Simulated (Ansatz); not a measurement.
# LiPb (Pm-3m): from the cell to its phonons

Aim: the vibrations of LiPb (Pm-3m), their spectra, and whether the structure is stable.

Main program and level: Ansatz 0.2.0; DFT PBEsol, scalar-relativistic, plane waves, PseudoDojo norm-conserving pseudopotentials.

The database entry behind the starting cell is an old determination (1941), so it need not match the best structure at ambient conditions.

### 1. The starting structure

The structure is cubic, space group Pm-3m (No. 221). Conventional cell: a = 3.522 Å, b = 3.522 Å, c = 3.522 Å, α = 90.00°, β = 90.00°, γ = 90.00°. Nearest to Li lie 8 Pb at 3.05 Å. Pb has 8 Li at 3.05 Å nearest. Farther neighbours are not listed.

As a file:

```cif
data_structure
_symmetry_space_group_name_H-M 'Pm-3m'
_symmetry_Int_Tables_number 221
_cell_length_a 3.5220
_cell_length_b 3.5220
_cell_length_c 3.5220
_cell_angle_alpha 90.000
_cell_angle_beta 90.000
_cell_angle_gamma 90.000
_cell_volume 43.69
loop_
_atom_site_label
_atom_site_type_symbol
_atom_site_symmetry_multiplicity
_atom_site_Wyckoff_symbol
_atom_site_fract_x
_atom_site_fract_y
_atom_site_fract_z
_atom_site_occupancy
Li1 Li 1 b 0.50000 0.50000 0.50000 1
Pb1 Pb 1 a 0.00000 0.00000 0.00000 1
```

### 2. Relaxation

Harmonic phonons are second derivatives at a point where the forces vanish, and they are wanted at zero stress, so atoms and cell are relaxed first.

input.yaml

```yaml
crystal:
  lattice:
    - [3.522, 0.0, 0.0]
    - [0.0, 3.522, 0.0]
    - [0.0, 0.0, 3.522]
  atoms:
    - { symbol: Li, position: [0.5, 0.5, 0.5] }
    - { symbol: Pb, position: [0.0, 0.0, 0.0] }
kpoints:
  mp_grid: { grid: [12, 12, 12] }
hamiltonian:
  xc: pbesol
  pseudopotentials: { kind: nc, accuracy: standard }
scf:
  occupations: { method: gaussian, width: 0.1 }
output:
  forces: true
  stress: true
  eigenvalues: true
relax:
  adjacent_minimum: "off"
  f_tol: 0.005
  max_steps: 80
  cell: { stress_tol: 0.05 }
```

Launch:

```
ansatz run input.yaml --threads 4 --pin off --max-ram 7168MiB --backend cpu --events-out ev --progress --plain --runs-dir out
```

Numbers of over 12 decimals in the logs are rounded to 6 here.

The log of the run:

```text
Engine: ansatz 0.2.0, aarch64-unknown-linux-gnu
Pseudopotentials: kind: nc
Pseudopotential: Li, nc, valence charge 3, recommended cutoff 1006.821291 eV (normal), Li.nc.azcp (PseudoDojo's, or run here from an input of PseudoDojo's; its table is named by hamiltonian.pseudopotentials.accuracy)
Pseudopotential: Pb, nc, valence charge 14, recommended cutoff 850 eV (normal), Pb.nc.azcp (PseudoDojo's, or run here from an input of PseudoDojo's; its table is named by hamiltonian.pseudopotentials.accuracy)
Functional definition: PBEsol
  exchange = pbesol_x
  correlation = pbesol_c
Crystal: 2 atoms, lattice volume = 43.689 Å³
Basis set: ecut = 1006.821291 eV, 3191 PW (Γ), exchange–correlation on 80×80×80 points (8 copies of the dense FFT grid, shifted against one another)
Bands: 13, of which v1, the nominal top of the filled ones, is band 9 counted from 1 (8 counted from 0)
Symmetry: 48 space group operations
Space group: Pm-3m (ITA 221), of the structure as read, at distance tolerance 3.5e-5 Å
k-points: 84 of 1728
Non-local potential: Li, projectors of the file, l = 0: 2, l = 1: 2
Non-local potential: Pb, projectors of the file, l = 0: 3, l = 1: 2, l = 2: 2, l = 3: 1
Initial density: superposition of atomic densities (chi_scale 0.1, normalization cell, long waves kept (reshape's long-wave potential 0.00 eV rms))
Initial wavefunctions: pseudopotential atomic-orbital guess
Functional: x = pbesol(κ = 0.804, μ = 0.123457), c = pbesol(β = 0.046)
SCF iter   1: F=—  HF=-2094.203171 eV  |F-HF|=—  |Δ(HF+E_count)|=         —  Δρ=2.78e-2  dr2=4.58e-1  ethr=3.10e-3  ⟨swp⟩=5.4  Hψ=6407  notcnv=0
preconditioner: auto → none  [metal: Δε(μ)=0.037 eV  Ē_g=16.973 eV  σ=0.100 eV  W_gap=0.20  n_scr=6 (ndim 8)  ℏωp=21.8 eV  f_vac=0.000  D(μ)=0.95/eV (n_scr^D=6)  sad-step TF]
SCF iter   2: F=—  HF=-2094.059204 eV  |F-HF|=—  |Δ(HF+E_count)|=   1.44e-1  Δρ=1.55e-2  dr2=1.79e-1  ethr=2.70e-3  ⟨swp⟩=1.5  Hψ=1814  notcnv=0  defer=15
SCF iter   3: F=—  HF=-2093.968499 eV  |F-HF|=—  |Δ(HF+E_count)|=   9.07e-2  Δρ=2.26e-3  dr2=4.78e-4  ethr=1.05e-3  ⟨swp⟩=3.7  Hψ=2380  notcnv=0  defer=35
SCF iter   4: F=—  HF=-2093.968439 eV  |F-HF|=—  |Δ(HF+E_count)|=   5.99e-5  Δρ=1.98e-4  dr2=7.72e-6  ethr=2.81e-6  ⟨swp⟩=2.2  Hψ=2004  notcnv=0  defer=35
SCF iter   5: F=—  HF=-2093.968443 eV  |F-HF|=—  |Δ(HF+E_count)|=   3.55e-6  Δρ=2.02e-5  dr2=5.65e-8  ethr=5.88e-10  ⟨swp⟩=7.0  Hψ=6193  notcnv=0
SCF iter   6: F=-2093.968443 eV  HF=-2093.968443 eV  |F-HF|=4.64e-11  |Δ(HF+E_count)|=   7.13e-9  Δρ=1.49e-6  dr2=3.89e-10  ethr=3.32e-10  ⟨swp⟩=2.3  Hψ=3939  notcnv=0
SCF 1 converged in 6 iterations: F = -2093.968443 eV  dr2 = 3.89e-10
relax step   1: F+E_penalty+E_count = -2093.96844297 eV  Δ(F+E_penalty+E_count) = +0.000e0 eV  max|allowed force component| = 1.572e-28 eV/Å  Δτ_max = 0.0000 Å  P = -0.252 GPa  Ω = 43.689 Å³  (6 SCF iters, dr2 threshold 1.00e-7 eV, accepted)
Crystal: 2 atoms, lattice volume = 43.291 Å³
Basis set: ecut = 1006.821291 eV, 3119 PW (Γ), exchange–correlation on 80×80×80 points (8 copies of the dense FFT grid, shifted against one another)
Initial density: handed on by an earlier stage of this run
Initial wavefunctions: those handed on with the density
iter 1 solved again at ethr=1.71e-7 eV; its pass at ethr=3.10e-3 eV (dr2=2.90e-5 eV) is discarded
SCF iter   1: F=—  HF=-2093.968727 eV  |F-HF|=—  |Δ(HF+E_count)|=         —  Δρ=2.38e-4  dr2=4.38e-5  ethr=1.71e-7  ⟨swp⟩=3.0  Hψ=8315  notcnv=0
preconditioner: auto → none  [metal: Δε(μ)=0.039 eV  Ē_g=17.866 eV  σ=0.100 eV  W_gap=0.21  n_scr=6 (ndim 8)  ℏωp=21.9 eV  f_vac=0.000  D(μ)=0.78/eV (n_scr^D=6)]
SCF iter   2: F=—  HF=-2093.968706 eV  |F-HF|=—  |Δ(HF+E_count)|=   2.06e-5  Δρ=6.74e-5  dr2=1.04e-6  ethr=1.71e-7  ⟨swp⟩=2.0  Hψ=1716  notcnv=0
SCF iter   3: F=-2093.968706 eV  HF=-2093.968706 eV  |F-HF|=7.45e-9  |Δ(HF+E_count)|=   3.37e-7  Δρ=2.61e-5  dr2=1.06e-7  ethr=9.32e-10  ⟨swp⟩=6.8  Hψ=5687  notcnv=0
SCF 2 converged in 3 iterations: F = -2093.968706 eV  dr2 = 1.06e-7
relax step   2: F+E_penalty+E_count = -2093.96870566 eV  Δ(F+E_penalty+E_count) = -2.627e-4 eV  max|allowed force component| = 6.311e-30 eV/Å  Δτ_max = 0.0000 Å  P = +0.079 GPa  Ω = 43.291 Å³  energy of the carried Pulay correction = +4.460e-5 eV  (3 SCF iters, dr2 threshold 1.59e-7 eV, accepted)
Crystal: 2 atoms, lattice volume = 43.385 Å³
iter 1 solved again at ethr=7.16e-9 eV; its pass at ethr=3.10e-3 eV (dr2=1.22e-6 eV) is discarded
SCF iter   1: F=—  HF=-2093.968719 eV  |F-HF|=—  |Δ(HF+E_count)|=         —  Δρ=5.93e-5  dr2=2.31e-6  ethr=7.16e-9  ⟨swp⟩=3.0  Hψ=8436  notcnv=0
preconditioner: auto → none  [metal: Δε(μ)=0.037 eV  Ē_g=17.868 eV  σ=0.100 eV  W_gap=0.20  n_scr=6 (ndim 8)  ℏωp=21.8 eV  f_vac=0.000  D(μ)=0.78/eV (n_scr^D=6)]
SCF iter   2: F=—  HF=-2093.968718 eV  |F-HF|=—  |Δ(HF+E_count)|=   1.05e-6  Δρ=7.18e-6  dr2=2.39e-8  ethr=7.16e-9  ⟨swp⟩=2.0  Hψ=1723  notcnv=0
SCF iter   3: F=-2093.968718 eV  HF=-2093.968718 eV  |F-HF|=1.01e-9  |Δ(HF+E_count)|=   1.12e-8  Δρ=2.38e-6  dr2=1.52e-9  ethr=9.10e-11  ⟨swp⟩=5.6  Hψ=4679  notcnv=0
SCF 3 converged in 3 iterations: F = -2093.968718 eV  dr2 = 1.52e-9
relax step   3: F+E_penalty+E_count = -2093.96871786 eV  Δ(F+E_penalty+E_count) = -1.220e-5 eV  max|allowed force component| = 1.067e-29 eV/Å  Δτ_max = 0.0000 Å  P = -0.001 GPa  Ω = 43.385 Å³  energy of the carried Pulay correction = +3.402e-5 eV  (3 SCF iters, dr2 threshold 1.55e-8 eV, accepted)
Initial wavefunctions: pseudopotential atomic-orbital guess (no wavefunctions were taken with the density)
iter 1 solved again at ethr=9.80e-9 eV; its pass at ethr=3.10e-3 eV (dr2=1.67e-6 eV) is discarded
SCF iter   1: F=—  HF=-2093.968685 eV  |F-HF|=—  |Δ(HF+E_count)|=         —  Δρ=1.04e-5  dr2=3.79e-9  ethr=9.80e-9  ⟨swp⟩=4.8  Hψ=10550  notcnv=0
preconditioner: auto → none  [metal: Δε(μ)=0.038 eV  Ē_g=17.866 eV  σ=0.100 eV  W_gap=0.20  n_scr=6 (ndim 8)  ℏωp=21.8 eV  f_vac=0.000  D(μ)=0.78/eV (n_scr^D=6)]
SCF iter   2: F=—  HF=-2093.968686 eV  |F-HF|=—  |Δ(HF+E_count)|=   4.11e-7  Δρ=4.93e-6  dr2=6.26e-10  ethr=2.23e-11  ⟨swp⟩=2.3  Hψ=1850  notcnv=0
SCF iter   3: F=-2093.968686 eV  HF=-2093.968686 eV  |F-HF|=9.09e-12  |Δ(HF+E_count)|=  4.05e-10  Δρ=5.40e-7  dr2=5.03e-12  ethr=1.00e-12  ⟨swp⟩=6.3  Hψ=6062  notcnv=0
SCF 4 converged in 3 iterations: F = -2093.968686 eV  dr2 = 5.03e-12
relax step   4: F+E_penalty+E_count = -2093.96868553 eV  Δ(F+E_penalty+E_count) = +3.233e-5 eV  max|allowed force component| = 1.456e-29 eV/Å  Δτ_max = 0.0000 Å  P = -0.002 GPa  Ω = 43.385 Å³  stress off target by 2.05e-3 GPa  SCF on the basis re-selected at this cell (its energy is not comparable with the rows above)  (3 SCF iters)
basis re-selected at this cell: Δ(F+E_penalty+E_count) = +3.233e-5 eV, ΔP = -0.001 GPa vs the last step (what re-selecting the basis moved, of the pressure what is left beyond the Pulay correction that the steps carried, after the strain that the cell walked since its last selection, with what the two solves' SCF thresholds leave and, on support functions, any second-order correction that the steps lacked; it is no m [...]
SCF converged after 3 iterations
Free energy (F): -2093.968686 eV
Harris-Foulkes:  -2093.968686 eV  (|F-HF|=9.09e-12)
Internal energy: -2093.964790 eV  (E = F + TS)
E sigma→0 (E₀):  -2093.966738 eV
Entropy (-TS):   -0.003896 eV (-1.948 meV/atom)
Fermi energy:    8.680618 eV
--- Per-component energies (eV) ---
  E_band       = -134.572431
  E_kinetic    = 1078.448221
  E_local      = -1296.902110  (includes V_loc(G=0)·N_el)
  E_nonlocal   = -398.771168
  E_hartree    = 424.345011
  E_xc         = -571.266453
  E_vxc        = -366.037404  (∫ρ·V_xc dr)
  E_ewald      = -1329.818291
  E_smearing   = -0.003896  (= −TS)
  E_closure    = -0.000000  (closes the sum)
  Σ components = -2093.968686   (vs F -2093.968686, Δ=0.00e0)
--- Forces (eV/Å), atoms counted from 1 ---
  atom   1  Li    -0.00000000     0.00000000    -0.00000000
  atom   2  Pb     0.00000000    -0.00000000    -0.00000000
  max |Σ_I F_I| component: 2.98e-29 eV/Å
--- Stress (GPa, compression-positive) ---
       -0.002046      -0.000000      -0.000000
       -0.000000      -0.002046       0.000000
       -0.000000       0.000000      -0.002046
  P = ⅓ Tr σ = -0.0020 GPa (-0.020 kbar)
--- Band table (eV; the first three rows and the last of 84) ---
  k-point 0: bands = [... 5 lower, -7.9766, -1.9718, 10.9463, 10.9463, 10.9463, 14.2639, 15.1500, 15.1500]
  k-point 1: bands = [... 5 lower, -7.9761, -1.9015, 10.1322, 11.0439, 11.0439, 14.4273, 15.2091, 15.9396]
  k-point 2: bands = [... 5 lower, -7.9747, -1.6941, 8.6450, 11.3316, 11.3316, 14.5134, 15.3861, 17.7320]
  k-point 83: bands = [... 5 lower, -7.8411, 2.9425, 8.0324, 8.0324, 8.0324, 11.1652, 11.1652, 11.1652]
--- Relaxed structure (3 steps of the walk, 3 accepted, 1 SCFs on fresh bases) ---
  F+E_penalty+E_count = -2093.96868553 eV   max|allowed force component| = 1.456e-29 eV/Å   (the final SCF, on the basis selected at the relaxed cell)
  cell:  # Å, volume = 43.3850 Å³
    - [3.513824, 0, 0]
    - [0, 3.513824, 0]
    - [0, 0, 3.513824]
  atoms:
    - { symbol: Li, position: [0.500000, 0.500000, 0.500000] }
    - { symbol: Pb, position: [0, 0, 0] }
```

The job ended after 7.3 s (4 threads of Arm Neoverse V2, shared host; peak memory 0.46 GiB).

Relaxation path:

```
step  energy less that of the first step (eV)  largest force component (eV/Å)  pressure (GPa)  volume (Å³)
   1                                   0.0000                          0.0000           -0.25        43.69
   2                                  -0.0003                          0.0000            0.08        43.29
   3                                  -0.0003                          0.0000            0.00        43.39
  4*                                  -0.0002                          0.0000            0.00        43.39
```

Relaxation steps marked * repeat the geometry before them on a plane-wave basis chosen anew for their cell, so energy and pressure can jump there.

The run keeps the 48 symmetry operations that it works with, so distortions that break them were not tested.

```
conventional cell, symmetrised  before  after  change
                         a (Å)   3.522  3.514  -0.2 %
                         b (Å)   3.522  3.514  -0.2 %
                         c (Å)   3.522  3.514  -0.2 %
              volume (Å³/atom)   21.84  21.69  -0.7 %
```

The relaxed structure:

```
Li Pb
1.0
     3.51382    0.00000    0.00000
     0.00000    3.51382    0.00000
     0.00000    0.00000    3.51382
Li Pb
1 1
Cartesian
  1.7569 1.7569 1.7569
  0.0000 0.0000 0.0000
```

Numbers from this step:

| Quantity | Value |
| --- | --- |
| pressure | -0.002046 GPa |
| volume per atom | 21.69 Å³ |
| gap on the k-mesh | 0 eV |

In this step the volume went from 21.84 to 21.69 Å³/atom.

### 3. Tight relaxation

Phonons need a cell at rest on their own settings, so the relaxation is repeated with tight tolerances on forces and stress on the k mesh and occupations of the first response run.

input.yaml

```yaml
crystal:
  lattice:
    - [3.5138236114, 0.0, 0.0]
    - [0.0, 3.5138236114, 0.0]
    - [0.0, 0.0, 3.5138236114]
  atoms:
    - { symbol: Li, position: [0.5, 0.5, 0.5] }
    - { symbol: Pb, position: [0.0, 0.0, 0.0] }
kpoints:
  mp_grid: { grid: [12, 12, 12] }
hamiltonian:
  xc: pbesol
  pseudopotentials: { kind: nc, accuracy: standard }
scf:
  occupations: { method: methfessel_paxton, width: 0.15 }
output:
  forces: true
  stress: true
  eigenvalues: true
  write_density: true
  write_potential: true
  elf: true
  volumetric_format: npy
relax:
  adjacent_minimum: "off"
  f_tol: 0.001
  max_steps: 60
  cell: { stress_tol: 0.01 }
```

The log of the run:

```text
[...]
Crystal: 2 atoms, lattice volume = 43.385 Å³
Basis set: ecut = 1006.821291 eV, 3119 PW (Γ), exchange–correlation on 80×80×80 points (8 copies of the dense FFT grid, shifted against one another)
Bands: 13, of which v1, the nominal top of the filled ones, is band 9 counted from 1 (8 counted from 0)
Symmetry: 48 space group operations
[...]
k-points: 84 of 1728
[...]
k-point 83: bands = [... 5 lower, -7.8411, 2.9425, 8.0324, 8.0324, 8.0324, 11.1652, 11.1652, 11.1652]
--- Relaxed structure (1 steps of the walk, 1 accepted, 1 SCFs on fresh bases) ---
[...]
cell:  # Å, volume = 43.3850 Å³
    - [3.5138236114, 0.0, 0.0]
    - [0.0, 3.5138236114, 0.0]
    - [0.0, 0.0, 3.5138236114]
  atoms:
    - { symbol: Li, position: [0.500000, 0.500000, 0.500000] }
    - { symbol: Pb, position: [0.0, 0.0, 0.0] }
[key lines of the parts left out:]
SCF converged after 4 iterations
Free energy (F): -2093.966596 eV
Fermi energy:    8.682379 eV
P = ⅓ Tr σ = -0.0037 GPa (-0.037 kbar)
```

Run time: 4.6 s. Hardware: 4 threads; peak memory 0.46 GiB.

Little changed from the start: no atom moved by 0.005 Å and no cell edge by 0.1 %.

Numbers from this step:

```yaml
pressure: -0.003731 GPa
```

ELF in the ac plane at fractional y = 0.000, with atoms of Pb within 0.2 Å of it. It is the smooth field of the valence electrons, not physical close to the nuclei.

Values, 14 rows by 14 columns, each cell a mean:
```
0.04 0.15 0.40 0.40 0.36 0.35 0.32 0.29 0.32 0.35 0.36 0.42 0.36 0.11
0.30 0.38 0.43 0.37 0.36 0.35 0.32 0.29 0.32 0.36 0.36 0.39 0.43 0.36
0.43 0.42 0.38 0.36 0.37 0.35 0.31 0.29 0.32 0.36 0.37 0.37 0.39 0.42
0.36 0.36 0.36 0.37 0.37 0.34 0.30 0.28 0.31 0.35 0.37 0.37 0.36 0.36
0.35 0.35 0.36 0.36 0.34 0.31 0.27 0.26 0.28 0.32 0.35 0.36 0.36 0.35
0.32 0.32 0.32 0.32 0.30 0.27 0.25 0.24 0.25 0.28 0.31 0.32 0.32 0.32
0.29 0.29 0.29 0.29 0.28 0.25 0.24 0.24 0.24 0.26 0.28 0.29 0.29 0.29
0.32 0.32 0.32 0.31 0.29 0.27 0.24 0.24 0.25 0.27 0.30 0.31 0.32 0.32
0.35 0.35 0.35 0.35 0.33 0.30 0.27 0.25 0.27 0.31 0.34 0.35 0.35 0.35
0.35 0.36 0.36 0.37 0.37 0.33 0.29 0.28 0.30 0.34 0.37 0.37 0.36 0.36
0.41 0.40 0.37 0.37 0.37 0.35 0.31 0.29 0.32 0.36 0.37 0.36 0.37 0.40
0.36 0.41 0.43 0.37 0.36 0.35 0.32 0.29 0.32 0.36 0.36 0.38 0.43 0.40
0.08 0.20 0.41 0.40 0.36 0.35 0.32 0.29 0.32 0.35 0.36 0.42 0.38 0.15
0.02 0.08 0.36 0.41 0.35 0.35 0.32 0.29 0.32 0.35 0.36 0.43 0.30 0.04
```
Columns run along a (3.5 Å), rows up along c (3.5 Å). Atoms in or near the plane, at fractional coordinates: Pb at (0.00, 0.00).

Valence density in the ac plane at fractional y = 0.000, with atoms of Pb within 0.2 Å of it. It is the smooth field of the valence electrons, not physical close to the nuclei.

Values in e/Å³, 14 rows by 14 columns, each cell a mean:
```
1.9 3.9 4.2 1.7 0.6 0.3 0.2 0.1 0.2 0.3 0.7 2.3 4.5 3.4
4.5 4.3 2.8 1.1 0.4 0.2 0.1 0.1 0.2 0.2 0.5 1.4 3.2 4.5
2.7 2.1 1.3 0.6 0.3 0.2 0.1 0.1 0.1 0.2 0.3 0.7 1.4 2.3
0.8 0.7 0.5 0.3 0.2 0.1 0.1 0.1 0.1 0.1 0.2 0.3 0.5 0.7
0.3 0.3 0.2 0.2 0.1 0.1 0.1 0.1 0.1 0.1 0.1 0.2 0.2 0.3
0.2 0.2 0.1 0.1 0.1 0.1 0.1 0.1 0.1 0.1 0.1 0.1 0.2 0.2
0.1 0.1 0.1 0.1 0.1 0.1 0.1 0.1 0.1 0.1 0.1 0.1 0.1 0.1
0.2 0.2 0.1 0.1 0.1 0.1 0.1 0.1 0.1 0.1 0.1 0.1 0.1 0.2
0.3 0.3 0.2 0.2 0.1 0.1 0.1 0.1 0.1 0.1 0.1 0.2 0.2 0.3
0.6 0.5 0.4 0.3 0.2 0.1 0.1 0.1 0.1 0.1 0.2 0.3 0.4 0.6
2.0 1.6 1.0 0.5 0.3 0.2 0.1 0.1 0.1 0.2 0.3 0.6 1.1 1.7
4.5 4.0 2.5 1.0 0.4 0.2 0.1 0.1 0.1 0.2 0.5 1.3 2.8 4.2
2.7 4.2 4.0 1.6 0.5 0.3 0.2 0.1 0.2 0.3 0.7 2.1 4.3 3.9
0.3 2.7 4.5 2.0 0.6 0.3 0.2 0.1 0.2 0.3 0.8 2.7 4.5 1.9
```
Columns run along a (3.5 Å), rows up along c (3.5 Å). Atoms in or near the plane, at fractional coordinates: Pb at (0.00, 0.00).

Electrostatic potential energy in the ac plane at fractional y = 0.000, with atoms of Pb within 0.2 Å of it. With pseudopotentials it is smooth inside the atoms' cores, unlike the true potential.

Ten even steps from '0' (-86 eV) to '9' (11 eV), each cell a mean:
```
00368999998520
12578999998642
55789999999865
78899999999988
99999999999999
99999999999999
99999999999999
99999999999999
99999999999999
88999999999988
66789999999876
23579999998753
00368999998520
00268999997510
```
Columns run along a (3.5 Å; values clipped at the 3rd and 97th percentile), rows up along c (3.5 Å). Atoms in or near the plane, at fractional coordinates: Pb at (0.00, 0.00).

The forces vanish by symmetry and the pressure is -0.004 GPa, within the tolerances set. The cell now holds 21.69 Å³/atom.

(Continued in part 2 of 2.)

[Logs are printed without paths, hosts, clocks, repeated set-up lines and the standing remarks that a program may print on its own settings, such as how far it seeks lower states.]

[Hosts, paths, dates, database ids (printed as entryN), source tags and the programs' standing remarks are cut or masked in the printed files.]
